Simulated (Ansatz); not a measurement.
**La on W(100): change of the work function**

How does La on the hollow site change the work function of W(100) as the layer fills?

Program: Ansatz 0.2.0. Level of theory: plane-wave DFT, PBE, Ansatz PAW. Values are calculated unless marked as measured.

## (1) The starting structure

The cell holds 5 atoms: 5 W. Its edges and angles: a = 3.160 Å, b = 3.160 Å, c = 24.320 Å, α = 90.0°, β = 90.0°, γ = 90.0°. Vacuum lies along c.

## (2) The clean slab

The bare slab comes first, as the zero from which every change is counted. The two lowest layers are held at bulk places and the upper ones relax. The dipole correction removes the false field that a one-sided slab makes across the periodic vacuum, so each face gets a flat vacuum level of its own.

The input, input.yaml:

```yaml
crystal:
  lattice:
    - [3.16, 0.0, 0.0]
    - [0.0, 3.16, 0.0]
    - [0.0, 0.0, 24.32]
  atoms:
    - { symbol: W, position: [0.0, 0.0, 0.3700657895] }
    - { symbol: W, position: [0.5, 0.5, 0.4350328947] }
    - { symbol: W, position: [0.0, 0.0, 0.5] }
    - { symbol: W, position: [0.5, 0.5, 0.5649671053] }
    - { symbol: W, position: [0.0, 0.0, 0.6299342105] }
kpoints:
  mp_grid: { grid: [12, 12, 1] }
hamiltonian:
  xc: pbe
scf:
  occupations: { method: fermi_dirac, width: 0.1 }
  convergence: { dr2_threshold: 1.0e-08 }
efield:
  axis: 3
  dipole_correction: true
  ramp_position: 0.97
  ramp_width: 0.06
relax:
  f_tol: 0.02
  max_steps: 60
  constraints: [{ sites: [0, 1] }]
output:
  write_potential: true
  write_density: true
  volumetric_format: npy
```

On the command line:

```sh
$ ansatz run input.yaml --threads 4 --pin off --max-ram 16384MiB --backend cpu --events-out ev --progress --plain --runs-dir out
```

Standard output:

```text
Engine: ansatz 0.2.0, x86_64-unknown-linux-gnu
Pseudopotentials: kind: paw
Pseudopotential: W, paw, valence charge 14, recommended cutoff 420 eV (normal), W.paw.azcp
Functional definition: PBE
  parameter kappa = 0.804
  parameter beta = 0.066725
  exchange = pbe_x(kappa = kappa, mu = beta*pi^2/3)
  correlation = pbe_c(beta = beta)
Crystal: 5 atoms, lattice volume = 242.850 Å³
Basis set: ecut = 420 eV, 4785 PW (Γ), exchange–correlation on 48×48×360 points (8 copies of the dense FFT grid, shifted against one another)
Bands: 42, of which v1, the nominal top of the filled ones, is band 35 counted from 1 (34 counted from 0)
Symmetry: 8 space group operations
k-points: 28 of 144
Non-local potential: W, projectors of the file, l = 0: 3, l = 1: 2, l = 2: 2, l = 3: 1
PAW form: soft (Blöchl's): semilocal exchange-correlation on the pseudo side does not see the compensation charge
PAW one-centre angular grid: W, 590 points (default); XC on 64 Gauss nodes
Initial density: superposition of atomic densities (neutral atoms: chi_scale 0, normalization atom), corrected by the library's trained network
Initial wavefunctions: pseudopotential atomic-orbital guess
Functional: x = pbe(κ = 0.804, μ = 0.219515), c = pbe(β = 0.066725)
SCF iter   1: F=—  HF=-51918.951096 eV  |F-HF|=—  |Δ(HF+E_count)|=         —  Δρ=5.95e-3  dr2=2.55e-1  ethr=1.77e-3  p=0.000 e·Å  D=1.75e-13 V/Å  ΔV_dip=-0.00 eV  dr2_dipole=1.36e-7  V_vac-E_F(+/−)=4.35/4.35 eV  ⟨swp⟩=8.6  Hψ=5700  notcnv=0
efield: sawtooth ramp at fractional position 0.9700 (set: `efield.ramp_position`, or a place that a band, a saddle search or an elastic batch's reference lends), width 0.0600; the density the first Hamiltonian is built on has a dipole p = 0.000 e·Å; the dipole correction subtracts the counter field D = 1.75e-13 V/Å, which shifts the + side's vacuum level by -0.00 eV against the − side's; the planar-averaged density in the ramp window peaks in size at 1.3e-5 e/Å³
preconditioner: auto → LDOS  [metal: Δε(μ)=0.012 eV  Ē_g=4.218 eV  σ=0.100 eV  W_gap=0.03  n_scr=44 (ndim 8)  ℏωp=13.1 eV  f_vac=0.578  D(μ)=6.08/eV (n_scr^D=36)  β→1.0]
SCF iter   2: F=—  HF=-51918.934205 eV  |F-HF|=—  |Δ(HF+E_count)|=   1.69e-2  Δρ=4.40e-3  dr2=1.09e-1  ethr=3.64e-4  p=0.000 e·Å  D=4.17e-6 V/Å  ΔV_dip=-0.00 eV  dr2_dipole=3.08e-7  V_vac-E_F(+/−)=4.26/4.26 eV  ⟨swp⟩=2.3  Hψ=2028  notcnv=0
SCF iter   3: F=—  HF=-51918.923000 eV  |F-HF|=—  |Δ(HF+E_count)|=   1.12e-2  Δρ=1.09e-3  dr2=7.42e-3  ethr=1.56e-4  p=0.000 e·Å  D=2.29e-6 V/Å  ΔV_dip=-0.00 eV  dr2_dipole=1.80e-8  V_vac-E_F(+/−)=4.26/4.26 eV  ⟨swp⟩=2.0  Hψ=1782  notcnv=0
SCF iter   4: F=—  HF=-51918.923163 eV  |F-HF|=—  |Δ(HF+E_count)|=   1.63e-4  Δρ=3.17e-4  dr2=3.30e-4  ethr=1.06e-5  p=0.000 e·Å  D=1.72e-6 V/Å  ΔV_dip=-0.00 eV  dr2_dipole=1.10e-9  V_vac-E_F(+/−)=4.24/4.24 eV  ⟨swp⟩=2.3  Hψ=1596  notcnv=0
SCF iter   5: F=—  HF=-51918.923250 eV  |F-HF|=—  |Δ(HF+E_count)|=   8.72e-5  Δρ=1.24e-4  dr2=3.15e-5  ethr=4.72e-7  p=0.000 e·Å  D=1.00e-6 V/Å  ΔV_dip=-0.00 eV  dr2_dipole=1.10e-10  V_vac-E_F(+/−)=4.23/4.23 eV  ⟨swp⟩=3.1  Hψ=2006  notcnv=0
SCF iter   6: F=—  HF=-51918.923288 eV  |F-HF|=—  |Δ(HF+E_count)|=   3.79e-5  Δρ=4.16e-5  dr2=4.77e-6  ethr=4.50e-8  p=0.000 e·Å  D=2.04e-7 V/Å  ΔV_dip=-0.00 eV  dr2_dipole=2.62e-12  V_vac-E_F(+/−)=4.23/4.23 eV  ⟨swp⟩=2.6  Hψ=2048  notcnv=0
SCF iter   7: F=—  HF=-51918.923579 eV  |F-HF|=—  |Δ(HF+E_count)|=   2.92e-4  Δρ=1.09e-5  dr2=2.41e-7  ethr=6.81e-9  p=0.000 e·Å  D=5.52e-8 V/Å  ΔV_dip=-0.00 eV  dr2_dipole=5.97e-12  V_vac-E_F(+/−)=4.23/4.23 eV  ⟨swp⟩=3.0  Hψ=2272  notcnv=0
SCF iter   8: F=—  HF=-51918.923580 eV  |F-HF|=—  |Δ(HF+E_count)|=   8.24e-7  Δρ=2.94e-6  dr2=3.53e-8  ethr=3.45e-10  p=0.000 e·Å  D=1.23e-9 V/Å  ΔV_dip=-0.00 eV  dr2_dipole=2.46e-13  V_vac-E_F(+/−)=4.23/4.23 eV  ⟨swp⟩=3.1  Hψ=2338  notcnv=0
SCF iter   9: F=-51918.923580 eV  HF=-51918.923580 eV  |F-HF|=8.21e-9  |Δ(HF+E_count)|=   5.96e-8  Δρ=8.66e-7  dr2=5.36e-9  ethr=1.43e-11  p=-0.000 e·Å  D=-1.94e-8 V/Å  ΔV_dip=0.00 eV  dr2_dipole=1.36e-12  V_vac-E_F(+/−)=4.23/4.23 eV  ⟨swp⟩=11.4  Hψ=9033  notcnv=0
SCF 1 converged in 9 iterations: F = -51918.923580 eV  dr2 = 5.36e-9
  greatest PAW one-centre occupation: 1.000 electrons in one spin orbital (limit 2), on the W atom at site 0 (counted from 0), in its partial waves of l = 0
relax step   1: F+E_penalty+E_count = -51918.92358024 eV  Δ(F+E_penalty+E_count) = +0.000e0 eV  max|allowed force component| = 1.592e0 eV/Å  Δτ_max = 0.0000 Å  (9 SCF iters, accepted)
Initial density: handed on by an earlier stage of this run
Initial wavefunctions: those handed on with the density
SCF iter   1: F=—  HF=-51918.860676 eV  |F-HF|=—  |Δ(HF+E_count)|=         —  Δρ=1.54e-2  dr2=6.16e0  ethr=3.10e-3  p=-0.000 e·Å  D=-1.58e-7 V/Å  ΔV_dip=0.00 eV  dr2_dipole=1.87e0  V_vac-E_F(+/−)=4.30/4.30 eV  ⟨swp⟩=6.5  Hψ=3751  notcnv=0
efield: sawtooth ramp at fractional position 0.9700 (set: `efield.ramp_position`, or a place that a band, a saddle search or an elastic batch's reference lends), width 0.0600; the density the first Hamiltonian is built on has a dipole p = -0.000 e·Å; the dipole correction subtracts the counter field D = -1.58e-7 V/Å, which shifts the + side's vacuum level by +0.00 eV against the − side's; the planar-averaged density in the ramp window peaks in size at 1.5e-6 e/Å³
preconditioner: auto → LDOS  [metal: Δε(μ)=0.006 eV  Ē_g=4.379 eV  σ=0.100 eV  W_gap=0.01  n_scr=44 (ndim 8)  ℏωp=13.1 eV  f_vac=0.587  D(μ)=5.24/eV (n_scr^D=14)  β→1.0]
SCF iter   2: F=—  HF=-51918.713987 eV  |F-HF|=—  |Δ(HF+E_count)|=   1.47e-1  Δρ=5.16e-3  dr2=4.47e-1  ethr=3.10e-3  p=0.010 e·Å  D=7.11e-3 V/Å  ΔV_dip=-0.17 eV  dr2_dipole=4.53e-2  V_vac-E_F(+/−)=4.02/4.20 eV  ⟨swp⟩=2.5  Hψ=1825  notcnv=0
SCF iter   3: F=—  HF=-51918.691291 eV  |F-HF|=—  |Δ(HF+E_count)|=   2.27e-2  Δρ=2.17e-3  dr2=7.74e-2  ethr=6.38e-4  p=0.001 e·Å  D=9.34e-4 V/Å  ΔV_dip=-0.02 eV  dr2_dipole=4.37e-3  V_vac-E_F(+/−)=4.21/4.23 eV  ⟨swp⟩=2.5  Hψ=1825  notcnv=0
SCF iter   4: F=—  HF=-51918.684661 eV  |F-HF|=—  |Δ(HF+E_count)|=   6.63e-3  Δρ=4.62e-4  dr2=2.96e-3  ethr=1.11e-4  p=0.004 e·Å  D=2.87e-3 V/Å  ΔV_dip=-0.07 eV  dr2_dipole=7.96e-4  V_vac-E_F(+/−)=4.16/4.23 eV  ⟨swp⟩=2.2  Hψ=1741  notcnv=0
SCF iter   5: F=—  HF=-51918.684364 eV  |F-HF|=—  |Δ(HF+E_count)|=   2.97e-4  Δρ=1.49e-4  dr2=1.60e-4  ethr=4.23e-6  p=0.004 e·Å  D=3.15e-3 V/Å  ΔV_dip=-0.08 eV  dr2_dipole=3.00e-6  V_vac-E_F(+/−)=4.15/4.23 eV  ⟨swp⟩=2.4  Hψ=1933  notcnv=0
[...]
SCF iter   5: F=—  HF=-51919.034444 eV  |F-HF|=—  |Δ(HF+E_count)|=   9.55e-5  Δρ=1.12e-4  dr2=5.69e-5  ethr=4.38e-7  p=0.007 e·Å  D=5.15e-3 V/Å  ΔV_dip=-0.13 eV  dr2_dipole=1.35e-6  V_vac-E_F(+/−)=4.13/4.25 eV  ⟨swp⟩=3.0  Hψ=2336  notcnv=0
SCF iter   6: F=—  HF=-51919.034436 eV  |F-HF|=—  |Δ(HF+E_count)|=   8.51e-6  Δρ=3.86e-5  dr2=9.60e-6  ethr=8.13e-8  p=0.007 e·Å  D=5.01e-3 V/Å  ΔV_dip=-0.12 eV  dr2_dipole=2.38e-6  V_vac-E_F(+/−)=4.13/4.25 eV  ⟨swp⟩=2.0  Hψ=1754  notcnv=0
SCF iter   7: F=—  HF=-51919.034732 eV  |F-HF|=—  |Δ(HF+E_count)|=   2.97e-4  Δρ=1.68e-5  dr2=1.14e-6  ethr=1.37e-8  p=0.006 e·Å  D=4.83e-3 V/Å  ΔV_dip=-0.12 eV  dr2_dipole=2.79e-7  V_vac-E_F(+/−)=4.13/4.25 eV  ⟨swp⟩=2.3  Hψ=1674  notcnv=0
SCF iter   8: F=—  HF=-51919.034732 eV  |F-HF|=—  |Δ(HF+E_count)|=   3.20e-7  Δρ=6.21e-6  dr2=1.03e-7  ethr=1.62e-9  p=0.006 e·Å  D=4.79e-3 V/Å  ΔV_dip=-0.12 eV  dr2_dipole=1.64e-10  V_vac-E_F(+/−)=4.13/4.25 eV  ⟨swp⟩=2.5  Hψ=1992  notcnv=0
SCF iter   9: F=—  HF=-51919.034733 eV  |F-HF|=—  |Δ(HF+E_count)|=   1.32e-7  Δρ=2.56e-6  dr2=3.69e-8  ethr=1.43e-11  p=0.006 e·Å  D=4.77e-3 V/Å  ΔV_dip=-0.12 eV  dr2_dipole=6.28e-10  V_vac-E_F(+/−)=4.13/4.25 eV  ⟨swp⟩=12.2  Hψ=9834  notcnv=0
SCF iter  10: F=-51919.034733 eV  HF=-51919.034733 eV  |F-HF|=8.20e-9  |Δ(HF+E_count)|=   8.29e-9  Δρ=7.82e-7  dr2=2.92e-9  ethr=1.43e-11  p=0.006 e·Å  D=4.77e-3 V/Å  ΔV_dip=-0.12 eV  dr2_dipole=2.49e-11  V_vac-E_F(+/−)=4.13/4.25 eV  ⟨swp⟩=9.2  Hψ=8754  notcnv=0
SCF 3 converged in 10 iterations: F = -51919.034733 eV  dr2 = 2.92e-9
relax step   3: F+E_penalty+E_count = -51919.03473260 eV  Δ(F+E_penalty+E_count) = -1.112e-1 eV  max|allowed force component| = 2.016e-1 eV/Å  Δτ_max = 0.0990 Å  (10 SCF iters, accepted)
SCF iter   1: F=—  HF=-51919.036585 eV  |F-HF|=—  |Δ(HF+E_count)|=         —  Δρ=7.31e-4  dr2=7.74e-3  ethr=3.62e-4  p=0.006 e·Å  D=4.77e-3 V/Å  ΔV_dip=-0.12 eV  dr2_dipole=1.41e-3  V_vac-E_F(+/−)=4.13/4.25 eV  ⟨swp⟩=1.9  Hψ=1723  notcnv=0
efield: sawtooth ramp at fractional position 0.9700 (set: `efield.ramp_position`, or a place that a band, a saddle search or an elastic batch's reference lends), width 0.0600; the density the first Hamiltonian is built on has a dipole p = 0.006 e·Å; the dipole correction subtracts the counter field D = 4.77e-3 V/Å, which shifts the + side's vacuum level by -0.12 eV against the − side's; the planar-averaged density in the ramp window peaks in size at 2.1e-6 e/Å³
preconditioner: auto → LDOS  [metal: Δε(μ)=0.017 eV  Ē_g=4.256 eV  σ=0.100 eV  W_gap=0.04  n_scr=44 (ndim 8)  ℏωp=13.1 eV  f_vac=0.581  D(μ)=6.09/eV (n_scr^D=36)  β→1.0]
SCF iter   2: F=—  HF=-51919.036460 eV  |F-HF|=—  |Δ(HF+E_count)|=   1.25e-4  Δρ=4.41e-4  dr2=2.28e-3  ethr=1.11e-5  p=0.006 e·Å  D=4.44e-3 V/Å  ΔV_dip=-0.11 eV  dr2_dipole=2.62e-5  V_vac-E_F(+/−)=4.14/4.25 eV  ⟨swp⟩=2.0  Hψ=1771  notcnv=0
SCF iter   3: F=—  HF=-51919.036277 eV  |F-HF|=—  |Δ(HF+E_count)|=   1.83e-4  Δρ=1.27e-4  dr2=1.73e-4  ethr=3.26e-6  p=0.006 e·Å  D=4.65e-3 V/Å  ΔV_dip=-0.11 eV  dr2_dipole=2.40e-8  V_vac-E_F(+/−)=4.14/4.25 eV  ⟨swp⟩=2.1  Hψ=1634  notcnv=0
SCF iter   4: F=—  HF=-51919.036254 eV  |F-HF|=—  |Δ(HF+E_count)|=   2.39e-5  Δρ=2.81e-5  dr2=2.75e-6  ethr=2.47e-7  p=0.006 e·Å  D=4.59e-3 V/Å  ΔV_dip=-0.11 eV  dr2_dipole=2.07e-8  V_vac-E_F(+/−)=4.14/4.25 eV  ⟨swp⟩=3.1  Hψ=1951  notcnv=0
SCF iter   5: F=—  HF=-51919.036537 eV  |F-HF|=—  |Δ(HF+E_count)|=   2.84e-4  Δρ=1.20e-5  dr2=5.50e-7  ethr=3.93e-9  p=0.006 e·Å  D=4.56e-3 V/Å  ΔV_dip=-0.11 eV  dr2_dipole=7.34e-9  V_vac-E_F(+/−)=4.14/4.25 eV  ⟨swp⟩=2.9  Hψ=2275  notcnv=0
SCF iter   6: F=—  HF=-51919.036538 eV  |F-HF|=—  |Δ(HF+E_count)|=   4.48e-7  Δρ=5.05e-6  dr2=1.34e-7  ethr=7.86e-10  p=0.006 e·Å  D=4.56e-3 V/Å  ΔV_dip=-0.11 eV  dr2_dipole=2.26e-9  V_vac-E_F(+/−)=4.14/4.25 eV  ⟨swp⟩=2.3  Hψ=1807  notcnv=0
SCF iter   7: F=—  HF=-51919.036538 eV  |F-HF|=—  |Δ(HF+E_count)|=   1.56e-7  Δρ=1.70e-6  dr2=1.87e-8  ethr=1.91e-10  p=0.006 e·Å  D=4.56e-3 V/Å  ΔV_dip=-0.11 eV  dr2_dipole=2.65e-10  V_vac-E_F(+/−)=4.14/4.25 eV  ⟨swp⟩=2.4  Hψ=1681  notcnv=0
SCF iter   8: F=-51919.036538 eV  HF=-51919.036538 eV  |F-HF|=8.22e-10  |Δ(HF+E_count)|=   2.06e-8  Δρ=2.86e-7  dr2=4.82e-10  ethr=1.43e-11  p=0.006 e·Å  D=4.56e-3 V/Å  ΔV_dip=-0.11 eV  dr2_dipole=4.91e-11  V_vac-E_F(+/−)=4.14/4.25 eV  ⟨swp⟩=11.2  Hψ=8810  notcnv=0
SCF 4 converged in 8 iterations: F = -51919.036538 eV  dr2 = 4.82e-10
relax step   4: F+E_penalty+E_count = -51919.03653794 eV  Δ(F+E_penalty+E_count) = -1.805e-3 eV  max|allowed force component| = 1.013e-2 eV/Å  Δτ_max = 0.0132 Å  (8 SCF iters, accepted)
NSCF: frozen V_eff on 28 k-points
the band table was solved once a step of the walk had ended and its energy, with any forces and stress, was formed, with the checks that follow a solve (5699 applications of the Hamiltonian). They found nothing against the state; the energy, forces and stress were not computed again (output.eigenvalues in the input reference)
WARN: The output density's exchange-correlation potential varies sharply where the density is thin. Do not read a vacuum level from v_tot or v_xc, or from such a field of the output density. On a cell that repeats whose density bears no net charge and no dipole along the vacuum's axis use v_es (v_loc + v_h of the components); under efield.dipole_correction with no amplitude use v_es + v_field, which holds any externa [...]
SCF converged after 8 iterations
Free energy (F): -51919.036538 eV
Harris-Foulkes:  -51919.036538 eV  (|F-HF|=8.22e-10)
Internal energy: -51918.841452 eV  (E = F + TS)
E sigma→0 (E₀):  -51918.938995 eV
Entropy (-TS):   -0.195086 eV (-39.017 meV/atom)
Fermi energy:    4.625999 eV
Dipole field:    D = 0.004553 V/Å  (p = 0.006111 e·Å, saw-weighted, corrected)
Work function:   Φ+ = 4.1402 eV   Φ− = 4.2509 eV
Levels:          The Fermi level and band energies are counted from a zero that moves with the ramp; work functions are not
--- Per-component energies (eV) ---
  E_band       = -1645.874116
  E_kinetic    = 2239.392052
  E_local      = -86026.431522  (includes V_loc(G=0)·N_el)
  E_nonlocal   = 8.030762
  E_hartree    = 41971.393688
  E_xc         = -1327.462600
  E_vxc        = -1184.410985  (∫ρ·V_xc dr)
  E_paw        = -42812.968297  (= ΣΔE_a)
  E_vpaw       = -625.239658  (= ΣTr[D̂ρ^β])
  E_aug_tail   = -0.000292  (compensation charges beyond the density's cutoff)
  E_efield     = 0.000014  (sawtooth field / dipole correction)
  E_vefield    = 0.001484  (∫n·V_field dr)
  E_ewald      = 34029.204743
  E_smearing   = -0.195086  (= −TS)
  E_closure    = -0.000000  (closes the sum)
  Σ components = -51919.036538   (vs F -51919.036538, Δ=0.00e0)
--- Forces (eV/Å), atoms counted from 1 ---
  atom   1  W      0.00000000    -0.00000000     1.17619821
  atom   2  W     -0.00000000     0.00000000    -1.16365804
  atom   3  W      0.00000000     0.00000000     0.00643864
  atom   4  W     -0.00000000    -0.00000000    -0.00883332
  atom   5  W     -0.00000000     0.00000000    -0.01013388
  max |Σ_I F_I| component: 1.16e-5 eV/Å
--- Band table (eV; the first three rows and the last of 28) ---
  k-point 0: bands = [... 31 lower, 3.9668, 3.9668, 4.2629, 4.3964, 4.5526, 4.7209, 4.7256, 4.7256, ... 3 higher]
  k-point 1: bands = [... 31 lower, 3.9951, 4.0760, 4.0848, 4.3099, 4.4402, 4.6657, 5.2346, 5.2855, ... 3 higher]
  k-point 2: bands = [... 31 lower, 3.8308, 3.8974, 3.9275, 4.0569, 4.7980, 5.0730, 5.4757, 5.6383, ... 3 higher]
  k-point 27: bands = [... 31 lower, 3.6812, 3.6812, 6.3929, 6.3929, 6.4506, 6.5904, 7.0051, 7.0051, ... 3 higher]
--- Relaxed structure (4 steps of the walk, 3 accepted, 0 SCFs on fresh bases) ---
  F+E_penalty+E_count = -51919.03653794 eV   max|allowed force component| = 1.013e-2 eV/Å
  atoms:
    - { symbol: W, position: [0.0, 0.0, 0.3700657895] }
    - { symbol: W, position: [0.500000, 0.500000, 0.435033] }
    - { symbol: W, position: [0, 0, 0.499966] }
    - { symbol: W, position: [0.500000, 0.500000, 0.567590] }
    - { symbol: W, position: [-5.274927e-18, 0, 0.626407] }
```

Elapsed: 19 s, on 4 threads of Intel Xeon 6975P-C (Granite Rapids), shared host; peak memory 0.79 GiB; 53 s of CPU time.

Reading the cycles: dr2 is the Hartree energy of the density residual (eV), the measure of convergence; HF is the Harris–Foulkes estimate of the energy, which meets the free energy F at convergence.

The steps of the relaxation:

```csv
step,energy less that of the first step (eV),largest force component (eV/Å)
1,0.0000,1.5923
2,0.2389,2.9711
3,-0.1112,0.2016
4,-0.1130,0.0101
```

Relaxation step 2 was tried and not accepted.

The run keeps the 8 symmetry operations that the program found, so distortions that break them were not tested.

The atoms that moved most (Å):

| atom | dx | dy | dz | length |
| --- | --- | --- | --- | --- |
| W5 | 0.000 | 0.000 | -0.086 | 0.086 |
| W4 | 0.000 | 0.000 | 0.064 | 0.064 |

This step gave:

```
energy at zero smearing        : -51918.9390 eV
work function, upper face      : 4.140 eV
work function, lower face      : 4.251 eV
dipole along the normal        : 0.006111 e·Å
step between the vacuum levels : -0.1107 eV
```

Running mean over 1.58 Å of the planar mean; the ramp of the sawtooth is left out. Table of electron's electrostatic potential energy less the Fermi level by z:

z (Å), electron's electrostatic potential energy less the Fermi level (eV) and a bar from the least value:
```
      3.0        4.3 ##############################
      3.5        4.3 ##############################
      4.0        4.3 ##############################
      4.5        4.2 ##############################
      5.0        4.2 ##############################
      5.5        4.2 ##############################
      6.0        4.2 ##############################
      6.5        4.0 ##############################
      7.0        3.4 #############################
      7.5        1.7 ##########################
      8.0       -2.6 ###################
      8.5       -8.0 ##########
      9.0      -11.3 ####
      9.5      -12.2 ###
     10.0      -12.4 ###
     10.5      -12.5 ##
     11.0      -12.6 ##
     11.5      -12.7 ##
     12.0      -12.6 ##
     12.5      -12.2 ###
     13.0      -12.0 ###
     13.5      -12.4 ##
     14.0      -13.4 #
     14.5      -13.9 
     15.0      -13.0 #
     15.5      -10.2 ######
     16.0       -5.2 ##############
     16.5        0.0 #######################
     17.0        2.8 ############################
     17.5        3.7 #############################
     18.0        4.0 ##############################
     18.5        4.1 ##############################
     19.0        4.1 ##############################
     19.5        4.1 ##############################
     20.0        4.1 ##############################
     20.5        4.1 ##############################
     21.0        4.1 ##############################
```

The relaxation took 4 steps and lowered the energy by 0.11 eV; the largest force on the free atoms ends at 0.010 eV/Å.

The work function of the upper face is 4.14 eV.

(Part 1 of 4 ends here.)

[Long decimals in the printed logs are rounded to 6 places.]

[Logs are printed without paths, hosts, clocks, repeated set-up lines and the standing remarks that a program may print on its own settings, such as how far it seeks lower states.]

[Hosts, paths, dates, database ids (printed as entryN), source tags and the programs' standing remarks are cut or masked in the printed files.]

[Maps of the electrostatic potential energy from Ansatz leave out the sawtooth potential of an applied field or a dipole correction, so their vacuum need not be flat; planar profiles and work functions include it.]
